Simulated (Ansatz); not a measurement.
**A hypothetical structure for Na3Sc**

Starting from a made-up structure for Na3Sc, the aim is the relaxed cell, its shortest contacts and, where a second run follows, its electronic structure.

Method: DFT, PBE, plane-wave PAW, files of the set soft_1, scalar-relativistic, no spin, cell and ions relaxed at zero pressure; PAW set soft_1, in the first sound run; inputs show where later runs differ, in Ansatz 0.2.0.

**1. Starting point**

The structure is hexagonal, space group P6_3/mmc (No. 194). The conventional cell has a = 7.143 Å, b = 7.143 Å, c = 5.344 Å, α = 90.00°, β = 90.00°, γ = 120.00°. Nearest to Sc lie 12 Na at 3.53 to 3.58 Å. Nearest to Na lie 6 Na at 3.14 to 3.23 Å and 4 Sc at 3.53 to 3.58 Å. Farther neighbours are not listed.

**2. Relaxing cell and atoms**

The guessed cell has no reason to be at equilibrium. It is relaxed with the atoms, within the space group of the guess.

input.yaml reads:

```yaml
crystal:
  lattice:
    - [7.143, 0.0, 0.0]
    - [-3.5715, 6.186019459, 0.0]
    - [0.0, 0.0, 5.344]
  atoms:
    - { symbol: Sc, position: [0.333333333, 0.666666667, 0.75] }
    - { symbol: Sc, position: [0.666666667, 0.333333333, 0.25] }
    - { symbol: Na, position: [0.853450005, 0.70690001, 0.75] }
    - { symbol: Na, position: [0.29309999, 0.146549995, 0.75] }
    - { symbol: Na, position: [0.853450005, 0.146549995, 0.75] }
    - { symbol: Na, position: [0.146549995, 0.853450005, 0.25] }
    - { symbol: Na, position: [0.70690001, 0.853450005, 0.25] }
    - { symbol: Na, position: [0.146549995, 0.29309999, 0.25] }
kpoints:
  mp_grid: { grid: [5, 5, 5] }
scf:
  occupations: { method: fermi_dirac, width: 0.05 }
hamiltonian:
  xc: pbe
  pseudopotentials: { kind: paw, azcp: { folder: soft_1 } }
relax:
  f_tol: 0.015
  max_steps: 70
  cell: {}
output:
  forces: true
  stress: true
```

Started as:

```bash
$ ansatz run input.yaml --threads 4 --pin off --max-ram 10240MiB --backend cpu --events-out ev --progress --plain --runs-dir out
```

Numbers of over 12 decimals in the logs are rounded to 6 here.

The program printed:

```text
Engine: ansatz 0.2.0, x86_64-unknown-linux-gnu
Pseudopotentials: kind: paw
Pseudopotential: Sc, paw, valence charge 11, recommended cutoff 420 eV (normal), soft_1/Sc.paw.azcp
Pseudopotential: Na, paw, valence charge 9, recommended cutoff 420 eV (normal), soft_1/Na.paw.azcp
Functional definition: PBE
  parameter kappa = 0.804
  parameter beta = 0.066725
  exchange = pbe_x(kappa = kappa, mu = beta*pi^2/3)
  correlation = pbe_c(beta = beta)
Crystal: 8 atoms, lattice volume = 236.134 Å³
Basis set: ecut = 420 eV, 4619 PW (Γ), exchange–correlation on 96×96×72 points (8 copies of the dense FFT grid, shifted against one another)
Bands: 46, of which v1, the nominal top of the filled ones, is band 38 counted from 1 (37 counted from 0)
Symmetry: 24 space group operations
Space group: P63/mmc (ITA 194), of the structure as read, at distance tolerance 6.2e-5 Å
k-points: 15 of 125
Non-local potential: Sc, projectors of the file, l = 0: 3, l = 1: 2, l = 2: 3, l = 3: 1
Non-local potential: Na, projectors of the file, l = 0: 3, l = 1: 2, l = 2: 1
PAW form: soft (Blöchl's): semilocal exchange-correlation on the pseudo side does not see the compensation charge
PAW one-centre angular grid: Sc, 590 points (default); XC on 64 Gauss nodes
PAW one-centre angular grid: Na, 110 points (default); XC on 64 Gauss nodes
Initial density: superposition of atomic densities (chi_scale 0.1, normalization cell, long waves kept (reshape's long-wave potential 0.01 eV rms))
Initial wavefunctions: pseudopotential atomic-orbital guess
Functional: x = pbe(κ = 0.804, μ = 0.219515), c = pbe(β = 0.066725)
SCF iter   1: F=—  HF=-13187.491870 eV  |F-HF|=—  |Δ(HF+E_count)|=         —  Δρ=3.33e-2  dr2=7.23e0  ethr=3.10e-3  ⟨swp⟩=6.6  Hψ=2367  notcnv=0
preconditioner: auto → Kerker (q_TF=auto, 2.259 Å⁻¹)  [metal: Δε(μ)=0.071 eV  Ē_g=2.504 eV  σ=0.050 eV  W_gap=0.33  n_scr=44 (ndim 8)  ℏωp=8.4 eV  f_vac=0.000  D(μ)=5.15/eV (n_scr^D=26)]
SCF iter   2: F=—  HF=-13186.220954 eV  |F-HF|=—  |Δ(HF+E_count)|=    1.27e0  Δρ=8.14e-3  dr2=5.38e-1  ethr=3.10e-3  ⟨swp⟩=3.2  Hψ=1480  notcnv=0  defer=1
SCF iter   3: F=—  HF=-13186.174241 eV  |F-HF|=—  |Δ(HF+E_count)|=   4.67e-2  Δρ=5.48e-3  dr2=7.58e-2  ethr=7.07e-4  ⟨swp⟩=2.9  Hψ=948  notcnv=0
SCF iter   4: F=—  HF=-13186.178206 eV  |F-HF|=—  |Δ(HF+E_count)|=   3.97e-3  Δρ=3.29e-3  dr2=7.87e-2  ethr=9.97e-5  ⟨swp⟩=3.0  Hψ=1348  notcnv=0
SCF iter   5: F=—  HF=-13186.170566 eV  |F-HF|=—  |Δ(HF+E_count)|=   7.64e-3  Δρ=1.82e-3  dr2=1.54e-2  ethr=9.97e-5  ⟨swp⟩=2.7  Hψ=924  notcnv=0
SCF iter   6: F=—  HF=-13186.168909 eV  |F-HF|=—  |Δ(HF+E_count)|=   1.66e-3  Δρ=7.43e-4  dr2=2.90e-3  ethr=2.03e-5  ⟨swp⟩=1.7  Hψ=757  notcnv=0
SCF iter   7: F=—  HF=-13186.168578 eV  |F-HF|=—  |Δ(HF+E_count)|=   3.30e-4  Δρ=1.21e-4  dr2=6.45e-5  ethr=3.81e-6  ⟨swp⟩=2.0  Hψ=809  notcnv=0
SCF iter   8: F=—  HF=-13186.168729 eV  |F-HF|=—  |Δ(HF+E_count)|=   1.51e-4  Δρ=2.47e-5  dr2=3.13e-6  ethr=8.49e-8  ⟨swp⟩=2.0  Hψ=805  notcnv=0
SCF iter   9: F=—  HF=-13186.168730 eV  |F-HF|=—  |Δ(HF+E_count)|=   2.11e-7  Δρ=3.11e-5  dr2=4.36e-6  ethr=4.12e-9  ⟨swp⟩=2.1  Hψ=1059  notcnv=0
SCF iter  10: F=-13186.168729 eV  HF=-13186.168729 eV  |F-HF|=6.01e-8  |Δ(HF+E_count)|=   6.15e-7  Δρ=4.42e-6  dr2=7.40e-8  ethr=1.32e-10  ⟨swp⟩=3.9  Hψ=2531  notcnv=0
SCF 1 converged in 10 iterations: F = -13186.168729 eV  dr2 = 7.40e-8
  greatest PAW one-centre occupation: 0.999 electrons in one spin orbital (limit 2), on the Na atom at site 7 (counted from 0), in its partial waves of l = 0
relax step   1: F+E_penalty+E_count = -13186.16872897 eV  Δ(F+E_penalty+E_count) = +0.000e0 eV  max|allowed force component| = 6.558e-1 eV/Å  Δτ_max = 0.0000 Å  P = +1.312 GPa  Ω = 236.134 Å³  (10 SCF iters, dr2 threshold 1.00e-7 eV, accepted)
Crystal: 8 atoms, lattice volume = 238.259 Å³
Basis set: ecut = 420 eV, 4669 PW (Γ), exchange–correlation on 96×96×72 points (8 copies of the dense FFT grid, shifted against one another)
Initial density: handed on by an earlier stage of this run
Initial wavefunctions: those handed on with the density
iter 1 solved again at ethr=3.90e-4 eV; its pass at ethr=3.10e-3 eV (dr2=2.96e-1 eV) is discarded
SCF iter   1: F=—  HF=-13186.663989 eV  |F-HF|=—  |Δ(HF+E_count)|=         —  Δρ=5.53e-3  dr2=2.97e-1  ethr=3.90e-4  ⟨swp⟩=1.0  Hψ=2939  notcnv=0
preconditioner: auto → Kerker (q_TF=auto, 2.255 Å⁻¹)  [metal: Δε(μ)=0.071 eV  Ē_g=1.755 eV  σ=0.050 eV  W_gap=0.33  n_scr=44 (ndim 8)  ℏωp=8.3 eV  f_vac=0.000  D(μ)=9.84/eV (n_scr^D=82)]
SCF iter   2: F=—  HF=-13186.634093 eV  |F-HF|=—  |Δ(HF+E_count)|=   2.99e-2  Δρ=2.69e-3  dr2=1.04e-1  ethr=3.90e-4  ⟨swp⟩=2.0  Hψ=842  notcnv=0
SCF iter   3: F=—  HF=-13186.615736 eV  |F-HF|=—  |Δ(HF+E_count)|=   1.84e-2  Δρ=7.35e-4  dr2=9.90e-3  ethr=1.37e-4  ⟨swp⟩=2.0  Hψ=896  notcnv=0
SCF iter   4: F=—  HF=-13186.613412 eV  |F-HF|=—  |Δ(HF+E_count)|=   2.32e-3  Δρ=2.19e-4  dr2=2.18e-4  ethr=1.30e-5  ⟨swp⟩=2.0  Hψ=776  notcnv=0
SCF iter   5: F=—  HF=-13186.613780 eV  |F-HF|=—  |Δ(HF+E_count)|=   3.68e-4  Δρ=5.73e-5  dr2=1.06e-5  ethr=2.87e-7  ⟨swp⟩=2.3  Hψ=952  notcnv=0
SCF iter   6: F=—  HF=-13186.613783 eV  |F-HF|=—  |Δ(HF+E_count)|=   2.17e-6  Δρ=2.10e-5  dr2=1.59e-6  ethr=1.40e-8  ⟨swp⟩=2.8  Hψ=1153  notcnv=0
SCF iter   7: F=-13186.613783 eV  HF=-13186.613783 eV  |F-HF|=3.89e-8  |Δ(HF+E_count)|=   5.27e-8  Δρ=8.24e-6  dr2=1.38e-7  ethr=1.05e-9  ⟨swp⟩=4.1  Hψ=2009  notcnv=0
SCF 2 converged in 7 iterations: F = -13186.613783 eV  dr2 = 1.38e-7
relax step   2: F+E_penalty+E_count = -13186.61378255 eV  Δ(F+E_penalty+E_count) = -4.451e-1 eV  max|allowed force component| = 2.825e-1 eV/Å  Δτ_max = 0.1447 Å  P = +0.971 GPa  Ω = 238.259 Å³  energy of the carried Pulay correction = -5.183e-5 eV  (7 SCF iters, dr2 threshold 8.00e-7 eV, accepted)
Crystal: 8 atoms, lattice volume = 246.028 Å³
Basis set: ecut = 420 eV, 4801 PW (Γ), exchange–correlation on 96×96×72 points (8 copies of the dense FFT grid, shifted against one another)
iter 1 solved again at ethr=2.19e-4 eV; its pass at ethr=3.10e-3 eV (dr2=1.67e-1 eV) is discarded
SCF iter   1: F=—  HF=-13186.801965 eV  |F-HF|=—  |Δ(HF+E_count)|=         —  Δρ=4.36e-3  dr2=1.67e-1  ethr=2.19e-4  ⟨swp⟩=1.0  Hψ=2912  notcnv=0
preconditioner: auto → Kerker (q_TF=auto, 2.243 Å⁻¹)  [metal: Δε(μ)=0.014 eV  Ē_g=1.733 eV  σ=0.050 eV  W_gap=0.07  n_scr=46 (ndim 8)  ℏωp=8.2 eV  f_vac=0.000  D(μ)=10.26/eV (n_scr^D=82)]
SCF iter   2: F=—  HF=-13186.784881 eV  |F-HF|=—  |Δ(HF+E_count)|=   1.71e-2  Δρ=2.00e-3  dr2=5.41e-2  ethr=2.19e-4  ⟨swp⟩=2.0  Hψ=846  notcnv=0
SCF iter   3: F=—  HF=-13186.775594 eV  |F-HF|=—  |Δ(HF+E_count)|=   9.29e-3  Δρ=5.72e-4  dr2=6.25e-3  ethr=7.12e-5  ⟨swp⟩=2.0  Hψ=782  notcnv=0
SCF iter   4: F=—  HF=-13186.774137 eV  |F-HF|=—  |Δ(HF+E_count)|=   1.46e-3  Δρ=1.75e-4  dr2=1.71e-4  ethr=8.23e-6  ⟨swp⟩=2.0  Hψ=789  notcnv=0
SCF iter   5: F=—  HF=-13186.774761 eV  |F-HF|=—  |Δ(HF+E_count)|=   6.24e-4  Δρ=5.27e-5  dr2=1.10e-5  ethr=2.24e-7  ⟨swp⟩=2.0  Hψ=819  notcnv=0
SCF iter   6: F=—  HF=-13186.774763 eV  |F-HF|=—  |Δ(HF+E_count)|=   1.80e-6  Δρ=1.94e-5  dr2=1.68e-6  ethr=1.44e-8  ⟨swp⟩=2.7  Hψ=1177  notcnv=0
SCF iter   7: F=-13186.774763 eV  HF=-13186.774763 eV  |F-HF|=1.93e-9  |Δ(HF+E_count)|=   1.42e-8  Δρ=6.77e-6  dr2=1.15e-7  ethr=1.05e-9  ⟨swp⟩=4.0  Hψ=2004  notcnv=0
SCF 3 converged in 7 iterations: F = -13186.774763 eV  dr2 = 1.15e-7
relax step   3: F+E_penalty+E_count = -13186.77476295 eV  Δ(F+E_penalty+E_count) = -1.610e-1 eV  max|allowed force component| = 3.883e-2 eV/Å  Δτ_max = 0.1127 Å  P = +0.521 GPa  Ω = 246.028 Å³  energy of the carried Pulay correction = -2.374e-4 eV  (7 SCF iters, dr2 threshold 8.00e-7 eV, accepted)
Crystal: 8 atoms, lattice volume = 252.565 Å³
Basis set: ecut = 420 eV, 4969 PW (Γ), exchange–correlation on 96×96×72 points (8 copies of the dense FFT grid, shifted against one another)
iter 1 solved again at ethr=1.20e-5 eV; its pass at ethr=3.10e-3 eV (dr2=9.10e-3 eV) is discarded
SCF iter   1: F=—  HF=-13186.792963 eV  |F-HF|=—  |Δ(HF+E_count)|=         —  Δρ=1.11e-3  dr2=9.17e-3  ethr=1.20e-5  ⟨swp⟩=1.4  Hψ=2863  notcnv=0
preconditioner: auto → Kerker (q_TF=auto, 2.233 Å⁻¹)  [metal: Δε(μ)=0.042 eV  Ē_g=1.736 eV  σ=0.050 eV  W_gap=0.20  n_scr=46 (ndim 8)  ℏωp=8.1 eV  f_vac=0.000  D(μ)=10.23/eV (n_scr^D=82)]
SCF iter   2: F=—  HF=-13186.792019 eV  |F-HF|=—  |Δ(HF+E_count)|=   9.45e-4  Δρ=4.44e-4  dr2=2.16e-3  ethr=1.20e-5  ⟨swp⟩=2.0  Hψ=740  notcnv=0
SCF iter   3: F=—  HF=-13186.791725 eV  |F-HF|=—  |Δ(HF+E_count)|=   2.94e-4  Δρ=1.24e-4  dr2=2.18e-4  ethr=2.84e-6  ⟨swp⟩=2.0  Hψ=774  notcnv=0
SCF iter   4: F=—  HF=-13186.792375 eV  |F-HF|=—  |Δ(HF+E_count)|=   6.50e-4  Δρ=3.48e-5  dr2=8.92e-6  ethr=2.87e-7  ⟨swp⟩=2.0  Hψ=783  notcnv=0
iter 5 did not close the SCF: its close was put off for the readings that it lacked (scf_convergence_deferred on its scf_iter line)
SCF iter   5: F=-13186.792374 eV  HF=-13186.792374 eV  |F-HF|=1.19e-7  |Δ(HF+E_count)|=   1.14e-6  Δρ=1.18e-5  dr2=5.57e-7  ethr=1.17e-8  ⟨swp⟩=2.0  Hψ=821  notcnv=0
SCF iter   6: F=-13186.792374 eV  HF=-13186.792374 eV  |F-HF|=1.60e-8  |Δ(HF+E_count)|=   2.59e-8  Δρ=5.24e-6  dr2=9.84e-8  ethr=7.33e-10  ⟨swp⟩=2.8  Hψ=2416  notcnv=0
SCF 4 converged in 6 iterations: F = -13186.792374 eV  dr2 = 9.84e-8
relax step   4: F+E_penalty+E_count = -13186.79237389 eV  Δ(F+E_penalty+E_count) = -1.761e-2 eV  max|allowed force component| = 2.540e-3 eV/Å  Δτ_max = 0.0246 Å  P = +0.162 GPa  Ω = 252.565 Å³  energy of the carried Pulay correction = -3.890e-4 eV  (6 SCF iters, dr2 threshold 8.00e-7 eV, accepted)
Crystal: 8 atoms, lattice volume = 255.641 Å³
iter 1 solved again at ethr=2.62e-7 eV; its pass at ethr=3.10e-3 eV (dr2=1.99e-4 eV) is discarded
SCF iter   1: F=—  HF=-13186.793058 eV  |F-HF|=—  |Δ(HF+E_count)|=         —  Δρ=2.20e-4  dr2=2.58e-4  ethr=2.62e-7  ⟨swp⟩=3.9  Hψ=3526  notcnv=0
preconditioner: auto → Kerker (q_TF=auto, 2.229 Å⁻¹)  [metal: Δε(μ)=0.027 eV  Ē_g=1.733 eV  σ=0.050 eV  W_gap=0.13  n_scr=46 (ndim 8)  ℏωp=8.0 eV  f_vac=0.000  D(μ)=10.24/eV (n_scr^D=82)]
SCF iter   2: F=—  HF=-13186.793027 eV  |F-HF|=—  |Δ(HF+E_count)|=   3.09e-5  Δρ=9.96e-5  dr2=7.01e-5  ethr=2.62e-7  ⟨swp⟩=2.0  Hψ=763  notcnv=0
SCF iter   3: F=—  HF=-13186.793722 eV  |F-HF|=—  |Δ(HF+E_count)|=   6.95e-4  Δρ=3.64e-5  dr2=1.29e-5  ethr=9.23e-8  ⟨swp⟩=2.0  Hψ=768  notcnv=0
SCF iter   4: F=—  HF=-13186.793720 eV  |F-HF|=—  |Δ(HF+E_count)|=   2.48e-6  Δρ=6.83e-6  dr2=3.83e-7  ethr=1.70e-8  ⟨swp⟩=2.0  Hψ=792  notcnv=0
iter 5 did not close the SCF: its close was put off for the readings that it lacked (scf_convergence_deferred on its scf_iter line)
SCF iter   5: F=-13186.793720 eV  HF=-13186.793720 eV  |F-HF|=1.27e-8  |Δ(HF+E_count)|=   5.17e-8  Δρ=2.79e-6  dr2=2.73e-8  ethr=5.04e-10  ⟨swp⟩=2.0  Hψ=828  notcnv=0
SCF iter   6: F=-13186.793720 eV  HF=-13186.793720 eV  |F-HF|=2.93e-9  |Δ(HF+E_count)|=   2.79e-9  Δρ=1.42e-6  dr2=6.90e-9  ethr=3.59e-11  ⟨swp⟩=2.5  Hψ=2391  notcnv=0
SCF 5 converged in 6 iterations: F = -13186.793720 eV  dr2 = 6.90e-9
relax step   5: F+E_penalty+E_count = -13186.79371991 eV  Δ(F+E_penalty+E_count) = -1.346e-3 eV  max|allowed force component| = 3.834e-3 eV/Å  Δτ_max = 0.0002 Å  P = -0.011 GPa  Ω = 255.641 Å³  energy of the carried Pulay correction = -4.589e-4 eV  (6 SCF iters, dr2 threshold 7.93e-8 eV, accepted)
Basis set: ecut = 420 eV, 4969 PW (Γ), exchange–correlation on 96×96×80 points (8 copies of the dense FFT grid, shifted against one another)
Initial wavefunctions: pseudopotential atomic-orbital guess (no wavefunctions were taken with the density)
iter 1 solved again at ethr=3.77e-8 eV; its pass at ethr=3.10e-3 eV (dr2=2.87e-5 eV) is discarded
SCF iter   1: F=—  HF=-13186.793183 eV  |F-HF|=—  |Δ(HF+E_count)|=         —  Δρ=2.12e-4  dr2=2.78e-6  ethr=3.77e-8  ⟨swp⟩=4.1  Hψ=4545  notcnv=0
preconditioner: auto → Kerker (q_TF=auto, 2.229 Å⁻¹)  [metal: Δε(μ)=0.025 eV  Ē_g=1.736 eV  σ=0.050 eV  W_gap=0.13  n_scr=46 (ndim 8)  ℏωp=8.0 eV  f_vac=0.000  D(μ)=10.19/eV (n_scr^D=70)]
SCF iter   2: F=—  HF=-13186.793910 eV  |F-HF|=—  |Δ(HF+E_count)|=   7.27e-4  Δρ=1.07e-4  dr2=7.03e-7  ethr=3.65e-9  ⟨swp⟩=2.4  Hψ=1104  notcnv=0
SCF iter   3: F=—  HF=-13186.794154 eV  |F-HF|=—  |Δ(HF+E_count)|=   2.45e-4  Δρ=2.63e-6  dr2=2.87e-8  ethr=9.25e-10  ⟨swp⟩=2.0  Hψ=1285  notcnv=0
SCF iter   4: F=—  HF=-13186.794154 eV  |F-HF|=—  |Δ(HF+E_count)|=   3.55e-8  Δρ=8.60e-7  dr2=2.21e-9  ethr=3.78e-11  ⟨swp⟩=2.0  Hψ=802  notcnv=0
SCF iter   5: F=—  HF=-13186.794154 eV  |F-HF|=—  |Δ(HF+E_count)|=   4.39e-9  Δρ=3.08e-7  dr2=6.58e-10  ethr=2.91e-12  ⟨swp⟩=2.0  Hψ=781  notcnv=0
SCF iter   6: F=—  HF=-13186.794154 eV  |F-HF|=—  |Δ(HF+E_count)|=  1.82e-12  Δρ=1.93e-7  dr2=3.06e-10  ethr=1.00e-12  ⟨swp⟩=2.0  Hψ=799  notcnv=0
SCF iter   7: F=-13186.794154 eV  HF=-13186.794154 eV  |F-HF|=3.64e-11  |Δ(HF+E_count)|=  1.64e-11  Δρ=7.09e-8  dr2=5.06e-11  ethr=1.00e-12  ⟨swp⟩=3.5  Hψ=2132  notcnv=0
SCF 6 converged in 7 iterations: F = -13186.794154 eV  dr2 = 5.06e-11
  greatest PAW one-centre occupation: 0.999 electrons in one spin orbital (limit 2), on the Na atom at site 6 (counted from 0), in its partial waves of l = 0
relax step   6: F+E_penalty+E_count = -13186.79415447 eV  Δ(F+E_penalty+E_count) = -4.346e-4 eV  max|allowed force component| = 3.834e-3 eV/Å  Δτ_max = 0.0000 Å  P = -0.010 GPa  Ω = 255.641 Å³  stress off target by 2.75e-2 GPa  SCF on the basis re-selected at this cell (its energy is not comparable with the rows above)  (7 SCF iters)
basis re-selected at this cell: Δ(F+E_penalty+E_count) = -4.346e-4 eV, ΔP = +0.002 GPa vs the last step (what re-selecting the basis moved, of the pressure what is left beyond the Pulay correction that the steps carried, after the strain that the cell walked since its last selection, with what the two solves' SCF thresholds leave and, on support functions, any second-order correction that the steps lacked; it is no measure of the basis error at this ecutwfc). The dense FFT grid was sized anew with the basis: this SCF ran on 48×48×40 points, the steps before it on 48×48×36, so part of this shift can come from that change (see relax.cell in the input reference). [rest of the remark cut]
SCF converged after 7 iterations
Free energy (F): -13186.794154 eV
Harris-Foulkes:  -13186.794154 eV  (|F-HF|=3.64e-11)
Internal energy: -13186.708307 eV  (E = F + TS)
E sigma→0 (E₀):  -13186.751231 eV
Entropy (-TS):   -0.085848 eV (-10.731 meV/atom)
Fermi energy:    3.301650 eV
--- Per-component energies (eV) ---
  E_band       = -1822.539234
  E_kinetic    = 1086.153109
  E_local      = -11275.217735  (includes V_loc(G=0)·N_el)
  E_nonlocal   = 1960.822558
  E_hartree    = 3917.279145
  E_xc         = -385.313641
  E_vxc        = -485.251760  (∫ρ·V_xc dr)
  E_paw        = -3744.248452  (= ΣΔE_a)
  E_vpaw       = -943.604125  (= ΣTr[D̂ρ^β])
  E_aug_tail   = 0.000198  (compensation charges beyond the density's cutoff)
  E_ewald      = -4746.183490
  E_smearing   = -0.085848  (= −TS)
  E_closure    = -0.000000  (closes the sum)
  Σ components = -13186.794154   (vs F -13186.794154, Δ=0.00e0)
--- Forces (eV/Å), atoms counted from 1 ---
  atom   1  Sc     0.00000000     0.00000000    -0.00000000
  atom   2  Sc    -0.00000000    -0.00000000     0.00000000
  atom   3  Na     0.00000000    -0.00383446     0.00000000
  atom   4  Na     0.00332074     0.00191723     0.00000000
  atom   5  Na    -0.00332074     0.00191723     0.00000000
  atom   6  Na     0.00332074    -0.00191723    -0.00000000
  atom   7  Na    -0.00332074    -0.00191723    -0.00000000
  atom   8  Na     0.00000000     0.00383446    -0.00000000
  max |Σ_I F_I| component: 8.67e-18 eV/Å
--- Stress (GPa, compression-positive) ---
       -0.000811       0.000000      -0.000000
        0.000000      -0.000811      -0.000000
       -0.000000      -0.000000      -0.027484
  P = ⅓ Tr σ = -0.0097 GPa (-0.097 kbar)
--- Relaxed structure (5 steps of the walk, 5 accepted, 1 SCFs on fresh bases) ---
  F+E_penalty+E_count = -13186.79415447 eV   max|allowed force component| = 3.834e-3 eV/Å   (the final SCF, on the basis selected at the relaxed cell)
  cell:  # Å, volume = 255.6408 Å³
    - [7.142529, 0, 0]
    - [-3.571265, 6.185612, 9.46462253882694e-18]
    - [0, 8.176331028664118e-18, 5.786227]
  atoms:
    - { symbol: Sc, position: [0.333333, 0.666667, 0.750000] }
    - { symbol: Sc, position: [0.666667, 0.333333, 0.250000] }
    - { symbol: Na, position: [0.830681, 0.661361, 0.750000] }
    - { symbol: Na, position: [0.338639, 0.169319, 0.750000] }
    - { symbol: Na, position: [0.830681, 0.169319, 0.750000] }
    - { symbol: Na, position: [0.169319, 0.830681, 0.250000] }
    - { symbol: Na, position: [0.661361, 0.830681, 0.250000] }
    - { symbol: Na, position: [0.169319, 0.338639, 0.250000] }
```

The job ended after 10 s (4 threads of Intel Xeon Platinum 8488C (Sapphire Rapids), shared host; peak memory 0.72 GiB; 38 s of CPU time).

Step by step:

| step | energy less that of the first step (eV) | largest force component (eV/Å) | pressure (GPa) | volume (Å³) |
| --- | --- | --- | --- | --- |
| 1 | 0.0000 | 0.6558 | 1.31 | 236.13 |
| 2 | -0.4451 | 0.2825 | 0.97 | 238.26 |
| 3 | -0.6060 | 0.0388 | 0.52 | 246.03 |
| 4 | -0.6236 | 0.0025 | 0.16 | 252.57 |
| 5 | -0.6250 | 0.0038 | -0.01 | 255.64 |
| 6* | -0.6254 | 0.0038 | -0.01 | 255.64 |

Relaxation steps marked * repeat the geometry before them on a plane-wave basis chosen anew for their cell, so energy and pressure can jump there.

Forces are held to the 24 operations that the run works with; a distortion that breaks them can't arise in this run.

| conventional cell, symmetrised | before | after | change |
| --- | --- | --- | --- |
| a (Å) | 7.143 | 7.143 | -0.0 % |
| b (Å) | 7.143 | 7.143 | -0.0 % |
| c (Å) | 5.344 | 5.786 | +8.3 % |
| volume (Å³/atom) | 29.52 | 31.96 | +8.3 % |

The atoms that moved most (Å, as changes of fractional coordinates times the final cell):

| atom | dx | dy | dz | length |
| --- | --- | --- | --- | --- |
| Na6 | 0.244 | -0.141 | 0.000 | 0.282 |
| Na5 | -0.244 | 0.141 | 0.000 | 0.282 |
| Na4 | 0.244 | 0.141 | 0.000 | 0.282 |
| Na3 | 0.000 | -0.282 | 0.000 | 0.282 |
| Na7 | -0.244 | -0.141 | 0.000 | 0.282 |
| Na8 | 0.000 | 0.282 | 0.000 | 0.282 |

The relaxed structure:

```cif
data_structure
_symmetry_space_group_name_H-M 'P 1'
_symmetry_Int_Tables_number 1
_cell_length_a 7.1425
_cell_length_b 7.1425
_cell_length_c 5.7862
_cell_angle_alpha 90.000
_cell_angle_beta 90.000
_cell_angle_gamma 120.000
_cell_volume 255.64
loop_
_atom_site_label
_atom_site_type_symbol
_atom_site_fract_x
_atom_site_fract_y
_atom_site_fract_z
_atom_site_occupancy
Sc1 Sc 0.33333 0.66667 0.75000 1
Sc2 Sc 0.66667 0.33333 0.25000 1
Na3 Na 0.83068 0.66136 0.75000 1
Na4 Na 0.33864 0.16932 0.75000 1
Na5 Na 0.83068 0.16932 0.75000 1
Na6 Na 0.16932 0.83068 0.25000 1
Na7 Na 0.66136 0.83068 0.25000 1
Na8 Na 0.16932 0.33864 0.25000 1
```

This step gave:

* free energy: -13186.7942 eV
* energy at zero smearing: -13186.7512 eV
* smearing term TS: 0.08585 eV
* Fermi energy: 3.302 eV
* electrons: 76
* symmetry operations: 24
* pressure: -0.009702 GPa

Shortest distances by pair of elements, guess and relaxed (not always the same contact):

| pair | guess (Å) | relaxed (Å) |
| --- | --- | --- |
| Na–Na | 3.140 | 3.514 |
| Na–Sc | 3.533 | 3.534 |
| Sc–Sc | 4.914 | 5.037 |

The relaxation ends with a largest force component of 0.0038 eV/Å and a pressure of -0.01 GPa.

[end of part 1 of 2]

[Logs are printed without paths, hosts, clocks, repeated set-up lines and the standing remarks that a program may print on its own settings, such as how far it seeks lower states.]

[Hosts, paths, dates, database ids (printed as entryN), source tags and the programs' standing remarks are cut or masked in the printed files.]
